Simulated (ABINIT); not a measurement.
**Quasiparticle gap of BaHI (P4/nmm) in ABINIT**

Wanted: ground state, empty states, screening and self-energy for BaHI (P4/nmm).

Main program and level: ABINIT 10.8.3; LDA and many-body steps on it, plane waves.

## 1. Starting point

The structure is tetragonal, space group P4/nmm (No. 129). Conventional cell: a = 4.828 Å, b = 4.828 Å, c = 7.867 Å, α = 90.00°, β = 90.00°, γ = 90.00°. Nearest to Ba lie 4 H at 2.84 Å and 6 I at 3.56 to 4.01 Å. H has 4 Ba at 2.84 Å nearest. I has 4 H at 3.49 Å and 6 Ba at 3.56 to 4.01 Å nearest. Farther neighbours, and contacts between anions beyond the nearest, are not listed.

The cell and positions come from the Crystallography Open Database and are kept as given unless a step says otherwise.

## 2. Ground state

This step: ABINIT 10.8.3; DFT, LDA, plane waves, norm-conserving pseudopotentials.

The ground-state density comes first.

File run.abi:

```
acell 3*1.0 Angstrom
rprim 
  4.828000000000 0.000000000000 0.000000000000
  0.000000000000 4.828000000000 0.000000000000
  0.000000000000 0.000000000000 7.867000000000
ntypat 3
znucl 56 1 53
natom 6
typat 1 1 2 2 3 3
xred 
  0.000000000000 0.500000000000 0.190000000000
  0.500000000000 0.000000000000 0.810000000000
  0.000000000000 0.000000000000 0.000000000000
  0.500000000000 0.500000000000 0.000000000000
  0.000000000000 0.500000000000 0.680000000000
  0.500000000000 0.000000000000 0.320000000000
pp_dirpath "pseudos"
pseudos "Ba.upf, H.upf, I.upf"
ecut 31
ngkpt 4 4 4
nshiftk 1
shiftk 0 0 0
kptopt 1
chksymbreak 0
nband 25
occopt 1
tolvrs 1e-10
nstep 60
prtwf 0
optforces 0
optstress 0
indata_prefix "in"
outdata_prefix "out"
tmpdata_prefix "tmp"
```

Command:

```console
OMP_NUM_THREADS=1 mpirun -n 4 abinit run.abi > log
```

The log of the run:

```text
.Version 10.8.3 of ABINIT. v10.8.2 released Aug 2026.

 Symmetries : space group P4/n m m (#129); Bravais tP (primitive tetrag.)
================================================================================
 Values of the parameters that define the memory need of the present run
     intxc =       0    ionmov =       0      iscf =       7    lmnmax =       6
     lnmax =       6     mgfft =      80  mpssoang =       3    mqgrid =    3727
     natom =       6  nloc_mem =       1    nspden =       1   nspinor =       1
    nsppol =       1      nsym =      16    n1xccc =    2501    ntypat =       3
    occopt =       1   xclevel =       1
-    mband =          25        mffmem =           1         mkmem =           5
       mpw =       10253          nfft =      184320          nkpt =          18
================================================================================
  Rough estimation (10% accuracy) of disk space for files :
================================================================================

--------------------------------------------------------------------------------
------------- Echo of variables that govern the present computation ------------
--------------------------------------------------------------------------------
 -outvars: echo values of preprocessed input variables --------
            acell      1.8897261259E+00  1.8897261259E+00  1.8897261259E+00 Bohr

      chksymbreak           0
             ecut      3.10000000E+01 Hartree
-          fftalg         312

              ixc       -1012
              kpt      0.00000000E+00  0.00000000E+00  0.00000000E+00
                       2.50000000E-01  0.00000000E+00  0.00000000E+00
                       5.00000000E-01  0.00000000E+00  0.00000000E+00
                       2.50000000E-01  2.50000000E-01  0.00000000E+00
                       5.00000000E-01  2.50000000E-01  0.00000000E+00
                       5.00000000E-01  5.00000000E-01  0.00000000E+00
                       0.00000000E+00  0.00000000E+00  2.50000000E-01
                       2.50000000E-01  0.00000000E+00  2.50000000E-01
                       5.00000000E-01  0.00000000E+00  2.50000000E-01
   [... 7 further rows ...]
                       5.00000000E-01  2.50000000E-01  5.00000000E-01
                       5.00000000E-01  5.00000000E-01  5.00000000E-01
         kptrlatt        4    0    0      0    4    0      0    0    4
          kptrlen      3.64943909E+01
P           mkmem           5
            natom           6
            nband          25
            ngfft          48      48      80
             nkpt          18
            nstep          60
             nsym          16
           ntypat           3
              occ      2.000000  2.000000  2.000000  2.000000  2.000000  2.000000
                       2.000000  2.000000  2.000000  2.000000  2.000000  2.000000
                       2.000000  2.000000  2.000000  2.000000  2.000000  2.000000
                       0.000000  0.000000  0.000000  0.000000  0.000000  0.000000
                       0.000000
        optforces           0
        optstress           0
            prtwf           0
            rprim      4.8280000000E+00  0.0000000000E+00  0.0000000000E+00
[...]
spgroup         129

           tolvrs      1.00000000E-10

             xred      0.0000000000E+00  5.0000000000E-01  1.9000000000E-01
[...]
znucl       56.00000    1.00000   53.00000

================================================================================

 chkinp: Checking input parameters for consistency.

================================================================================
== DATASET  1 ==================================================================
-   mpi_nproc: 4, omp_nthreads: 1 (-1 if OMP is not activated)

--- !DatasetInfo
iteration_state: {dtset: 1, }
dimensions: {natom: 6, nkpt: 18, mband: 25, nsppol: 1, nspinor: 1, nspden: 1, mpw: 10253, }
cutoff_energies: {ecut:  31.0, pawecutdg:  -1.0, }
electrons: {nelect:   3.60000000E+01, charge:   0.00000000E+00, occopt:   1.00000000E+00, tsmear:   1.00000000E-02, }

 Real(R)+Recip(G) space primitive vectors, cartesian coordinates (Bohr,Bohr^-1):
 R(1)=  9.1235977  0.0000000  0.0000000  G(1)=  0.1096059  0.0000000  0.0000000
 R(2)=  0.0000000  9.1235977  0.0000000  G(2)=  0.0000000  0.1096059  0.0000000
 R(3)=  0.0000000  0.0000000 14.8664754  G(3)=  0.0000000  0.0000000  0.0672654
 Unit cell volume ucvol=  1.2374859E+03 bohr^3
 Angles (23,13,12)=  9.00000000E+01  9.00000000E+01  9.00000000E+01 degrees

 getcut: wavevector=  0.0000  0.0000  0.0000  ngfft=  48  48  80
         ecut(hartree)=     31.000   => boxcut(ratio)=   2.09908

--- Pseudopotential description ------------------------------------------------
- Ba Generated using ONCVPSP code by D. R. Hamann
- 56.00000  10.00000  180309                  znucl, zion, pspdat
12 -1012 2 -1 1912                            pspcod,pspxc,lmax,lloc,mmax
     nproj     2     2     2
  pspatm : epsatm=   25.95172157
         --- l  ekb(1:nproj) -->
[...]
pspatm: atomic psp has been read  and splines computed

- H Generated using ONCVPSP code by D. R. Hamann
-  1.00000   1.00000  180309                  znucl, zion, pspdat
12 -1012 1 -1 1180                            pspcod,pspxc,lmax,lloc,mmax
     nproj     2     1     0
  pspatm : epsatm=    0.35439867
         --- l  ekb(1:nproj) -->
[...]
1   -0.275071
 pspatm: atomic psp has been read  and splines computed

- I Generated using ONCVPSP code by D. R. Hamann
- 53.00000   7.00000  180309                  znucl, zion, pspdat
12 -1012 2 -1 1182                            pspcod,pspxc,lmax,lloc,mmax
     nproj     2     2     2
  pspatm : epsatm=   17.18700033
         --- l  ekb(1:nproj) -->
[...]
pspatm: atomic psp has been read  and splines computed

   3.13150468E+03                                ecore*ucvol(ha*bohr**3)
--------------------------------------------------------------------------------

_setup2: Arith. and geom. avg. npw (full set) are   10205.141   10205.122

================================================================================

--- !BeginCycle
iteration_state: {dtset: 1, }
solver: {iscf: 7, nstep: 60, nline: 4, wfoptalg: 0, }
tolerances: {tolvrs: 1.00E-10, }

     iter   Etot(hartree)      deltaE(h)  residm     vres2
 ETOT  1  -83.696803    -8.370E+01 1.895E-02 1.267E+03
 ETOT  2  -83.777387    -8.058E-02 3.127E-03 1.622E+02
 ETOT  3  -83.781222    -3.835E-03 1.347E-03 4.877E+01
 ETOT  4  -83.782788    -1.566E-03 1.502E-03 4.542E-01
 ETOT  5  -83.782805    -1.698E-05 7.497E-04 4.579E-03
 ETOT  6  -83.782805    -2.965E-07 5.078E-04 3.346E-04
 ETOT  7  -83.782805    -1.411E-08 3.578E-04 7.734E-06
 ETOT  8  -83.782805    -4.852E-10 2.973E-04 1.920E-07
 ETOT  9  -83.782805    -1.684E-11 2.092E-04 7.122E-09
 ETOT 10  -83.782805    -4.974E-12 2.720E-04 2.416E-10
 ETOT 11  -83.782805     4.690E-12 1.958E-04 8.056E-12

 At SCF step   11       vres2   =  8.06E-12 < tolvrs=  1.00E-10 =>converged.

--- !ResultsGS
iteration_state: {dtset: 1, }
comment   : Summary of ground state results
lattice_vectors:
- [  9.1235977,   0.0000000,   0.0000000, ]
- [  0.0000000,   9.1235977,   0.0000000, ]
- [  0.0000000,   0.0000000,  14.8664754, ]
lattice_lengths: [   9.12360,    9.12360,   14.86648, ]
lattice_angles: [ 90.000,  90.000,  90.000, ] # degrees, (23, 13, 12)
lattice_volume:   1.2374859E+03
convergence: {deltae:  4.690E-12, res2:  8.056E-12, residm:  1.958E-04, diffor:  0.000E+00, }
etotal    :  -8.37828051E+01
entropy   :   0.00000000E+00
fermie    :   1.09488694E-01
cartesian_stress_tensor: null
pressure_GPa: null
xred      :
- [  0.0000E+00,   5.0000E-01,   1.9000E-01, Ba]
- [  5.0000E-01,   0.0000E+00,   8.1000E-01, Ba]
- [  0.0000E+00,   0.0000E+00,   0.0000E+00,  H]
- [  5.0000E-01,   5.0000E-01,   0.0000E+00,  H]
- [  0.0000E+00,   5.0000E-01,   6.8000E-01,  I]
- [  5.0000E-01,   0.0000E+00,   3.2000E-01,  I]
cartesian_forces: null
force_length_stats: {min: null, max: null, mean: null, }

 Integrated electronic density in atomic spheres:
 ------------------------------------------------
 Atom  Sphere_radius  Integrated_density
[...]
================================================================================

 ----iterations are completed or convergence reached----

 Mean square residual over all n,k,spin=   14.231E-07; max=  19.584E-05
 reduced coordinates (array xred) for    6 atoms
[...]
0.500000      0.000000      0.810000
       0.000000      0.000000      0.000000
       0.500000      0.500000      0.000000
       0.000000      0.500000      0.680000
       0.500000      0.000000      0.320000
 rms dE/dt=  0.0000E+00; max dE/dt=  0.0000E+00; dE/dt below (all hartree)
    1       0.000000      0.000000      0.000000
    2       0.000000      0.000000      0.000000
    3       0.000000      0.000000      0.000000
    4       0.000000      0.000000      0.000000
    5       0.000000      0.000000      0.000000
    6       0.000000      0.000000      0.000000

 cartesian coordinates (angstrom) at end:
    1      0.000000     2.414000     1.494730
    2      2.414000     0.000000     6.372270
    3      0.000000     0.000000     0.000000
    4      2.414000     2.414000     0.000000
    5      0.000000     2.414000     5.349560
    6      2.414000     0.000000     2.517440
 length scales=  1.889726  1.889726  1.889726 bohr
              =  1.000000  1.000000  1.000000 angstroms
 prteigrs : about to open file out_EIG
 Fermi (or HOMO) energy (hartree) =   0.10949   Average Vxc (hartree)=  -0.32105
 Eigenvalues (hartree) for nkpt=  18  k points:
 kpt#   1, nband= 25, wtk=  0.01563, kpt=  0.0000  0.0000  0.0000 (reduced coord)
  -0.88483   -0.88395   -0.35364   -0.34388   -0.33783   -0.33783   -0.33428   -0.33428
  -0.33130   -0.32508   -0.00354    0.03437    0.03437    0.04305    0.05197    0.05197
   0.06872    0.07265    0.20358    0.23461    0.23461    0.24406    0.25149    0.25292
   0.26778
 prteigrs : prtvol=0 or 1, do not print more k-points.

--- !EnergyTerms
iteration_state     : {dtset: 1, }
comment             : Components of total free energy in Hartree
kinetic             :  2.023699E+01
hartree             :  9.766257E+00
xc                  : -2.191802E+01
Ewald energy        : -6.399227E+01
psp_core            :  2.530538E+00
local_psp           : -4.126606E+01
non_local_psp       :  1.085977E+01
total_energy        : -8.378281E+01
total_energy_eV     : -2.279846E+03
band_energy         : -8.327635E+00

== END DATASET(S) ==============================================================
================================================================================

 -outvars: echo values of variables after computation  --------
           etotal     -8.3782805055E+01
            nband          25
             nkpt          18
          spgroup         129
 [... the other variables as echoed above ...]

 Calculation completed.
```

Wall time 73 s (4 MPI ranks of Arm Neoverse N1, shared host); peak memory 0.47 GiB.

Numbers from this step:

```
total energy               : -2279.8463 eV
gap                        : 2.169 eV
k of the valence top       : 0, 0, 0.5
k of the conduction bottom : 0, 0, 0.5
least direct gap           : 2.169 eV
```

The gap is direct, at (0.000, 0.000, 0.500).

## 3. Empty states on the mesh, 2×2×1 mesh, 151 bands

The sums over transitions need many empty states on a uniform mesh; this step solves for them.

run.abi, as its differences from that of step 2:

```diff
@@ -19,3 +19,3 @@
 ecut 31
-ngkpt 4 4 4
+ngkpt 2 2 1
 nshiftk 1
@@ -24,9 +24,10 @@
 chksymbreak 0
-nband 25
-occopt 1
-tolvrs 1e-10
+iscf -2
+irdden 1
+istwfk *1
+nband 151
+nbdbuf 12
+tolwfr 1e-09
 nstep 60
-prtwf 0
-optforces 0
-optstress 0
+prtvol 0
 indata_prefix "in"
```

Command:

```console
OMP_NUM_THREADS=1 mpirun -n 3 abinit run.abi > log
```

The log of the run:

```text
.Version 10.8.3 of ABINIT. v10.8.2 released Aug 2026.

 Symmetries : space group P4/n m m (#129); Bravais tP (primitive tetrag.)
[... echo of the input left out ...]
== DATASET  1 ==================================================================
-   mpi_nproc: 3, omp_nthreads: 1 (-1 if OMP is not activated)

--- !DatasetInfo
iteration_state: {dtset: 1, }
dimensions: {natom: 6, nkpt: 3, mband: 151, nsppol: 1, nspinor: 1, nspden: 1, mpw: 10257, }
cutoff_energies: {ecut:  31.0, pawecutdg:  -1.0, }
electrons: {nelect:   3.60000000E+01, charge:   0.00000000E+00, occopt:   1.00000000E+00, tsmear:   1.00000000E-02, }

 Real(R)+Recip(G) space primitive vectors, cartesian coordinates (Bohr,Bohr^-1):
 R(1)=  9.1235977  0.0000000  0.0000000  G(1)=  0.1096059  0.0000000  0.0000000
 R(2)=  0.0000000  9.1235977  0.0000000  G(2)=  0.0000000  0.1096059  0.0000000
 R(3)=  0.0000000  0.0000000 14.8664754  G(3)=  0.0000000  0.0000000  0.0672654
 Unit cell volume ucvol=  1.2374859E+03 bohr^3
 Angles (23,13,12)=  9.00000000E+01  9.00000000E+01  9.00000000E+01 degrees

 getcut: wavevector=  0.0000  0.0000  0.0000  ngfft=  48  48  80
         ecut(hartree)=     31.000   => boxcut(ratio)=   2.09908

--- Pseudopotential description ------------------------------------------------
- Ba Generated using ONCVPSP code by D. R. Hamann
- 56.00000  10.00000  180309                  znucl, zion, pspdat
12 -1012 2 -1 1912                            pspcod,pspxc,lmax,lloc,mmax
     nproj     2     2     2
  pspatm : epsatm=   25.95172157
         --- l  ekb(1:nproj) -->
             0    6.668455    0.685657
             1    5.046948    0.410312
             2    2.551809    0.419281
 pspatm: atomic psp has been read  and splines computed

- H Generated using ONCVPSP code by D. R. Hamann
-  1.00000   1.00000  180309                  znucl, zion, pspdat
12 -1012 1 -1 1180                            pspcod,pspxc,lmax,lloc,mmax
     nproj     2     1     0
  pspatm : epsatm=    0.35439867
         --- l  ekb(1:nproj) -->
[...]
1   -0.275071
 pspatm: atomic psp has been read  and splines computed

- I Generated using ONCVPSP code by D. R. Hamann
- 53.00000   7.00000  180309                  znucl, zion, pspdat
12 -1012 2 -1 1182                            pspcod,pspxc,lmax,lloc,mmax
     nproj     2     2     2
  pspatm : epsatm=   17.18700033
         --- l  ekb(1:nproj) -->
[...]
pspatm: atomic psp has been read  and splines computed

--------------------------------------------------------------------------------

================================================================================
 prteigrs : about to open file out_EIG
 Non-SCF case, kpt    1 (  0.00000  0.00000  0.00000), residuals and eigenvalues=
  5.54E-10  2.58E-10  9.82E-10  3.52E-10  2.18E-10  2.14E-10  4.60E-10  7.63E-10
  3.56E-10  8.69E-10  1.82E-10  2.30E-10  9.80E-10  2.32E-10  2.62E-10  7.39E-10
  1.62E-10  4.06E-10  1.30E-10  2.08E-10  6.17E-10  2.38E-10  2.77E-10  1.80E-10
[...]
1.04E-07  4.34E-08  1.86E-07  2.76E-07  8.40E-06  2.37E-05  1.53E-05
 -8.8483E-01 -8.8395E-01 -3.5364E-01 -3.4388E-01 -3.3783E-01 -3.3783E-01
 -3.3428E-01 -3.3428E-01 -3.3130E-01 -3.2508E-01 -3.5437E-03  3.4369E-02
  3.4369E-02  4.3049E-02  5.1966E-02  5.1966E-02  6.8719E-02  7.2650E-02
[...]
1.5403E+00  1.5403E+00  1.5403E+00  1.5539E+00  1.5626E+00  1.5626E+00
  1.5647E+00  1.5758E+00  1.5758E+00  1.5765E+00  1.5909E+00  1.6097E+00
  1.6162E+00
 prteigrs : prtvol=0 or 1, do not print more k-points.

--- !ResultsGS
iteration_state: {dtset: 1, }
comment   : Summary of ground state results
lattice_vectors:
- [  9.1235977,   0.0000000,   0.0000000, ]
- [  0.0000000,   9.1235977,   0.0000000, ]
- [  0.0000000,   0.0000000,  14.8664754, ]
lattice_lengths: [   9.12360,    9.12360,   14.86648, ]
lattice_angles: [ 90.000,  90.000,  90.000, ] # degrees, (23, 13, 12)
lattice_volume:   1.2374859E+03
convergence: {deltae:  0.000E+00, res2:  0.000E+00, residm:  9.971E-10, diffor:  0.000E+00, }
etotal    :  -8.37828051E+01
entropy   :   0.00000000E+00
fermie    :   1.09488694E-01
cartesian_stress_tensor: null
pressure_GPa: null
xred      :
- [  0.0000E+00,   5.0000E-01,   1.9000E-01, Ba]
- [  5.0000E-01,   0.0000E+00,   8.1000E-01, Ba]
- [  0.0000E+00,   0.0000E+00,   0.0000E+00,  H]
- [  5.0000E-01,   5.0000E-01,   0.0000E+00,  H]
- [  0.0000E+00,   5.0000E-01,   6.8000E-01,  I]
- [  5.0000E-01,   0.0000E+00,   3.2000E-01,  I]
cartesian_forces: null
force_length_stats: {min: null, max: null, mean: null, }

 Integrated electronic density in atomic spheres:
 ------------------------------------------------
 Atom  Sphere_radius  Integrated_density
[...]
================================================================================

 ----iterations are completed or convergence reached----

 Mean square residual over all n,k,spin=   45.968E-11; max=  99.714E-11
 reduced coordinates (array xred) for    6 atoms
[...]
0.000000      0.500000      0.680000
       0.500000      0.000000      0.320000

 cartesian coordinates (angstrom) at end:
    1      0.000000     2.414000     1.494730
    2      2.414000     0.000000     6.372270
    3      0.000000     0.000000     0.000000
    4      2.414000     2.414000     0.000000
    5      0.000000     2.414000     5.349560
    6      2.414000     0.000000     2.517440
 length scales=  1.889726  1.889726  1.889726 bohr
              =  1.000000  1.000000  1.000000 angstroms
 prteigrs : about to open file out_EIG
 Eigenvalues (hartree) for nkpt=   3  k points:
 kpt#   1, nband=151, wtk=  0.25000, kpt=  0.0000  0.0000  0.0000 (reduced coord)
[...]
1.45478    1.47116    1.48684    1.48684    1.48764    1.50997    1.50997    1.52238
   1.52238    1.52728    1.54025    1.54031    1.54031    1.55394    1.56264    1.56264
   1.56470    1.57576    1.57576    1.57651    1.59090    1.60974    1.61618
 prteigrs : prtvol=0 or 1, do not print more k-points.

== END DATASET(S) ==============================================================
================================================================================

 -outvars: echo values of variables after computation  --------
            nband         151
             nkpt           3
          spgroup         129
 [... the other variables as echoed above ...]

 Calculation completed.
```

It took 97 s on 3 MPI ranks; peak memory 0.37 GiB; 4.8 min of CPU time.

This step gave:

```yaml
gap: 2.962 eV
k_of_the_valence_top: 0.5, 0, 0
k_of_the_conduction_bottom: 0, 0, 0
least_direct_gap: 3.563 eV
k_points_computed: 3
lowest_point_of_the_top_converged_band_above_the_valence_top: 38.76 eV
```

On this mesh the gap is 2.962 eV. The earlier step found 2.169 eV, so this mesh misses an edge.

(Part 1 of 2 ends here.)

[Long decimals in the printed logs are rounded to 6 places.]

[Logs are printed without paths, hosts, clocks, repeated set-up lines and the standing remarks that a program may print on its own settings, such as how far it seeks lower states.]

[Paths, hosts, dates, memory and timing lines, banners, echoed tables and standing remarks are left out of the program output; an Ansatz launch command may be rebuilt from the run's recorded settings. Measured values are a selection of at most five: reports struck by readers or far from the other reports are left out. None is set beside runs whose start may be inverted or whose files or cutoffs have a known fault.]

[Runs of the session that timed out or met a known fault of the program may be left out.]

[Hosts, paths, dates, database ids (printed as entryN), source tags and the programs' standing remarks are cut or masked in the printed files.]

[G0W0 gaps are taken among the corrected bands and points alone; a level outside them can change the order at an edge.]

[Where Ansatz stands beside ABINIT at settings called matched, ABINIT's density can come from a denser mesh and the files from another edition; pairs whose starting gaps differed by over 0.03 eV were left out, so agreement reads better than it is.]
